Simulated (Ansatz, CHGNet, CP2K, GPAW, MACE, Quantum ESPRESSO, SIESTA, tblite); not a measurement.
# Running random packing of 70AlN-30Al2O3 (mol %) (78 atoms) with tblite

Wanted: tblite inputs and outputs for random packing of 70AlN-30Al2O3 (mol %) (78 atoms), checked against a plane-wave reference.

Calculated with tblite 0.8.0; the method is named at each step.

### Step 1. The starting structure

The cell holds 78 atoms: 35 Al, 19 N and 24 O. Cell: a = 9.322 Å, b = 9.322 Å, c = 9.322 Å, α = 90.0°, β = 90.0°, γ = 90.0°. 78 atoms (35 Al, 19 N, 24 O) packed at random in a cube at 3.27 g/cm³ and pushed apart as soft spheres, cations and anions kept from their own kind; a start for melting by ab initio MD, not an equilibrated structure. Then every atom was moved at random, 0.05 Å r.m.s. a Cartesian component.

The yardstick, on the same geometry:

- method: Kohn-Sham DFT, PBE, PAW, plane waves (Ansatz 0.2.0); cutoff 420 eV, Γ point, fermi-dirac smearing of 0.05 eV; PAW set soft_2
- r.m.s. force component: 2.025 eV/Å
- longest force: 5.887 eV/Å
- pressure: 10.56 GPa
- SCF cycles: 10
- time: 5.7 s on 6 threads of Intel Xeon at 2.30GHz, shared host
- CPU time: 22 s

### Step 2. GFN1-xTB

Method: GFN1-xTB tight binding, diagonalisation.

Input file run.py:

```python
import numpy as np
from ase.io import read
from tblite.ase import TBLite

atoms = read("structure.xyz")
atoms.calc = TBLite(method="GFN1-xTB", electronic_temperature=580, accuracy=1.0, max_iterations=250, mixer_damping=0.4, verbosity=1)
energy = atoms.get_potential_energy()
forces = atoms.get_forces()
print(f"energy {energy:.6f} eV")
print("forces (eV/A)")
for i, (a, f) in enumerate(zip(atoms, forces)):
    print(f"{i:4d} {a.symbol:2s} {f[0]:10.5f} {f[1]:10.5f} {f[2]:10.5f}")
stress = -atoms.get_stress(voigt=False) * 160.21766
print("stress (GPa, compression positive)")
for row in stress:
    print(" ".join(f"{x:10.4f}" for x in row))
print("charges (e)")
print(np.array2string(atoms.get_charges(), precision=4, suppress_small=True, max_line_width=110, threshold=100000))
```

Input file structure.xyz:

```xyz
78
Lattice="9.32240 0.00000 0.00000 0.00000 9.32240 0.00000 0.00000 0.00000 9.32240" Properties=species:S:1:pos:R:3 pbc="T T T"
Al 7.01613 1.52486 3.12925
Al 9.29676 0.84004 5.48176
Al 1.92125 5.73896 6.96038
Al 9.04944 7.60838 3.50261
Al 8.32528 2.80958 7.07915
Al 3.77818 1.81768 1.02099
Al 8.92918 5.24646 4.18175
Al 5.00026 4.46040 0.91341
Al 7.38148 3.09830 0.02685
Al 1.09986 8.54379 0.77749
Al 1.99453 6.17423 0.32237
Al 0.71587 3.09289 5.35507
Al 6.25347 8.12680 2.69222
Al 4.21717 4.14893 5.00939
Al 7.43722 8.46959 5.36933
Al 2.12448 2.73072 7.23950
Al 6.98742 5.70139 0.45176
Al 0.71755 1.72595 0.49893
Al 8.97794 5.62439 8.05679
Al 4.76794 2.96807 8.18647
Al 2.77164 3.87858 0.11233
Al 2.63964 7.54928 2.30506
Al 4.84345 0.20379 4.32746
Al 1.57427 9.01653 3.90180
Al 6.12333 1.35296 0.87612
Al 0.64362 2.98224 2.97524
Al 2.16951 9.24474 8.18320
Al 4.54542 5.92513 8.21825
Al 9.00684 0.36451 8.03693
Al 8.10163 7.77087 1.24426
Al 7.56755 7.53446 8.22217
Al 4.77689 0.71037 7.14851
Al 4.57115 7.75847 5.98237
Al 6.12286 5.97939 4.54029
Al 6.05825 4.59221 6.67819
N 6.19716 0.70543 5.52473
N 0.60316 3.84633 7.02378
N 7.27716 4.57860 8.12988
N 5.82277 7.81236 4.58979
N 0.75903 1.39733 7.00821
N 0.08297 7.50658 8.51909
N 2.30739 1.83167 8.92182
N 7.73927 4.34629 5.76348
N 3.42729 4.18995 7.33915
N 6.21431 7.93420 6.96271
N 1.12158 5.60957 2.97925
N 3.50737 7.24873 9.10798
N 4.62251 2.52926 5.83144
N 5.90061 6.92151 8.98176
N 0.45102 8.46138 6.32534
N 4.21596 5.73262 5.91814
N 6.96122 3.74220 2.24838
N 4.10558 6.88245 3.18537
N 0.30083 9.03499 2.49150
O 5.34080 8.89087 1.35855
O 6.00325 3.98700 4.19051
[... 18 atom lines left out ...]
O 4.41649 0.83613 8.93431
O 3.33639 5.51578 1.37095
O 3.67442 3.20430 3.07770
O 6.60250 2.56841 6.96113
```

On the command line:

```bash
OMP_NUM_THREADS=1 python run.py > output.txt
```

What it wrote:

```text
------------------------------------------------------------
  cycle        total energy    energy error   density error
------------------------------------------------------------
      1     -184.5482285976  -1.8469748E+02   9.9171362E-01
      2     -123.1103471131   6.1437881E+01   1.0760217E+00
      3     -88.09267180228   3.5017675E+01   1.2305397E+00
      4     -199.6450422222  -1.1155237E+02   6.0331693E-01
      5     -206.4026317296  -6.7575895E+00   4.7312877E-01
      6     -210.7521926605  -4.3495609E+00   3.6504513E-01
      7     -212.0840350389  -1.3318424E+00   3.3586886E-01
      8     -211.2545651939   8.2946985E-01   3.5348944E-01
      9     -212.1029242311  -8.4835904E-01   3.0961444E-01
     10     -215.6987624039  -3.5958382E+00   1.9328105E-01
     11     -217.1185108228  -1.4197484E+00   1.3439637E-01
     12     -217.3143095007  -1.9579868E-01   1.0133063E-01
     13     -217.4045764937  -9.0266993E-02   8.5448484E-02
     14     -217.6219918007  -2.1741531E-01   6.7368445E-02
     15     -217.7698027561  -1.4781096E-01   3.1538568E-02
     16     -217.7797653223  -9.9625662E-03   2.6863418E-02
     17     -217.7897561145  -9.9907922E-03   1.9908019E-02
     18     -217.7991368919  -9.3807774E-03   1.4159199E-02
     19     -217.8067289640  -7.5920721E-03   9.8446970E-03
     20     -217.8087144999  -1.9855359E-03   6.8824845E-03
     21     -217.8095339291  -8.1942927E-04   5.7482891E-03
     22     -217.8103600780  -8.2614888E-04   4.0701512E-03
     23     -217.8105709012  -2.1082315E-04   3.6763058E-03
     24     -217.8109575333  -3.8663210E-04   1.9311208E-03
     25     -217.8110484024  -9.0869139E-05   1.3196499E-03
     26     -217.8111134356  -6.5033176E-05   7.2180226E-04
     27     -217.8111286449  -1.5209330E-05   4.0328920E-04
     28     -217.8111368365  -8.1915894E-06   1.5718745E-04
     29     -217.8111369368  -1.0033224E-07   1.4853547E-04
     30     -217.8111375085  -5.7164337E-07   7.9385714E-05
     31     -217.8111375934  -8.4894396E-08   6.4941820E-05
     32     -217.8111377437  -1.5034465E-07   3.5850613E-05
     33     -217.8111377684  -2.4646880E-08   2.4584667E-05
     34     -217.8111377879  -1.9534468E-08   1.2288078E-05
------------------------------------------------------------
 total:                                  14.757 sec
energy -5926.942951 eV
forces (eV/A)
   0 Al    0.14957    3.50144    0.18620
   1 Al   -0.01992   -1.66265   -2.16166
   2 Al    0.49810    2.01174   -2.49544
   3 Al   -0.99788   -2.27967    1.81527
   4 Al   -0.46637   -0.13115    0.13015
   5 Al   -1.41490   -0.82536    3.29674
   6 Al   -0.70164   -0.78117    0.26324
   7 Al    0.01176    0.05511    3.84864
   8 Al    1.24135    1.13505    1.01264
   9 Al   -0.15957    0.00305    0.92133
  10 Al   -1.64152   -0.02818    0.08706
  11 Al    1.02733    1.45286   -2.54778
  12 Al   -1.87488   -1.24249   -1.11994
  13 Al   -1.37375   -2.59921   -4.05310
  14 Al    0.79977   -0.22677    1.51111
  15 Al    1.79360   -1.32555   -0.01997
  16 Al    1.87516   -1.74829    2.97398
  17 Al   -1.22451    1.62679    2.32465
  18 Al    0.59226   -1.40332   -1.62450
  19 Al    1.21304   -0.77244   -1.36642
  20 Al   -2.72503    0.05398    1.14341
  21 Al    1.70914   -1.24424    0.67608
  22 Al   -1.92627    1.99776   -0.53544
  23 Al    2.59080    2.33272    2.00841
[...]
70 O     0.08601   -2.13983   -1.00250
  71 O    -1.06869   -3.96710    0.47362
  72 O    -1.25069   -1.93005   -1.10075
  73 O    -1.32550   -1.36400    1.50123
  74 O     2.50527    0.61577   -2.45628
  75 O     1.72172    0.21659   -0.65054
  76 O     2.38386    0.42579   -0.65720
  77 O    -1.56729    1.82746    0.34461
stress (GPa, compression positive)
   31.9481     0.3938     1.5021
    0.3938    35.0426    -2.3951
    1.5021    -2.3951    34.6309
charges (e)
[ 0.3606  0.3735  0.275   0.2408  0.4404  0.438   0.3655  0.251   0.3115  0.2897  0.3476  0.4059  0.3232
  0.4205  0.2946  0.3663  0.3724  0.3829  0.4079  0.2047  0.342   0.3258  0.4587  0.4537  0.297   0.5254
  0.4245  0.2203  0.4291  0.3334  0.353   0.4781  0.4339  0.3249  0.2819 -0.1327 -0.2529 -0.2739 -0.1937
 -0.2107 -0.2594 -0.2122 -0.103  -0.2792 -0.236   0.0279 -0.1421 -0.0423 -0.2117 -0.1201 -0.1968 -0.0495
 -0.1017 -0.2262 -0.4219 -0.358  -0.3963 -0.3233 -0.3376 -0.3372 -0.4389 -0.4625 -0.3905 -0.3805 -0.3996
 -0.357  -0.372  -0.4059 -0.4603 -0.4196 -0.2905 -0.4325 -0.4609 -0.4522 -0.3817 -0.3678 -0.2859 -0.405 ]
```

Wall time 15 s (1 thread of Intel Xeon at 2.30GHz, shared host); peak memory 0.12 GiB.

Banners, paths, timers and routine set-up lines are dropped from the logs unmarked, and long logs keep their key lines alone; longer cuts are marked.

Numbers from this run, and their distance from the reference:

- r.m.s. force component: 1.605 eV/Å
- r.m.s. difference of force components: 965.4 meV/Å
- longest difference of force vectors: 3066 meV/Å
- force difference over r.m.s. force: 47.67 %
- slope of forces against the reference's: 0.7005
- correlation of force components: 0.8838
- pressure: 33.87 GPa
- pressure difference: 23.32 GPa

Length of the force difference by element (eV/Å):

```
element  atoms  mean  most
     Al     35   1.5   3.1
      N     19   1.9   2.9
      O     24   1.3   2.7
```

A closer look about O59, picked at random: 14 atoms, nearest first, numbered in the order of the input, with positions taken from that point.

```
atom      x      y      z  distance (Å)  Mulliken charge (e)     Fx     Fy  Fz (eV/Å)
 O59   0.00   0.00   0.00          0.00                -0.34  -2.23  -2.22      -2.02
Al21   0.89   0.08  -1.64          1.86                 0.34  -2.73   0.05       1.14
Al26  -1.24  -0.81   1.23          1.92                 0.53   3.21  -0.44      -2.81
 O76   1.46   1.72  -0.38          2.28                -0.37   1.72   0.22      -0.65
 O77   1.79  -0.59   1.33          2.31                -0.29   2.38   0.43      -0.66
 N46  -0.76   1.81   1.23          2.32                 0.03  -1.40   1.58       0.92
 O58   0.04   0.01   2.37          2.37                -0.32  -1.14   2.76       3.68
Al18  -1.16  -2.07  -1.25          2.68                 0.38  -1.22   1.63       2.32
 O72  -1.97  -0.48  -1.81          2.72                -0.43  -1.07  -3.97       0.47
 O70  -1.76   1.69  -1.29          2.76                -0.42   2.20   1.64      -1.42
Al11   0.11   2.38  -1.43          2.77                 0.35  -1.64  -0.03       0.09
 Al6   1.90  -1.98  -0.73          2.84                 0.44  -1.41  -0.83       3.30
 O65   0.02  -2.17   1.98          2.94                -0.40  -3.52  -2.35       0.54
 N42   0.43  -1.96  -2.15          2.94                -0.21  -0.83   1.20       0.15
```

Atoms are counted from 1 here, from 0 in the log.

Forces lie 48 % from the reference's, at 0.70 times its CPU time (on 1 against 6 cores).

### Step 3. Summary of results

| Item | Value |
| --- | --- |
| force difference from the reference | tblite GFN1-xTB, 48 % |
| its CPU time | 15 s |

In words: Tight binding differs by 48 % (tblite GFN1-xTB); it is another model, with fitted parameters of its own, and the xTB methods hold dispersion. Periodic xTB results under one method name differ between programs and library versions. The reference's stress is far from hydrostatic: its diagonal is 7.7, 11.3, 12.7 GPa, compression counted positive. The reference's pressure of 11 GPa belongs to a cell and atoms that aren't relaxed at this level. The electronic-structure runs sample only Γ, in a cell whose shortest periodic width is 9 Å, which is coarse for a cell with partly filled levels.

[Also dropped from logs without a mark: logging warnings of Python, and SIESTA's first energy breakdown and zero terms.]

[Logs are printed without paths, hosts, clocks, repeated set-up lines and the standing remarks that a program may print on its own settings, such as how far it seeks lower states.]

[Hosts, paths, dates, database ids (printed as entryN), source tags and the programs' standing remarks are cut or masked in the printed files.]
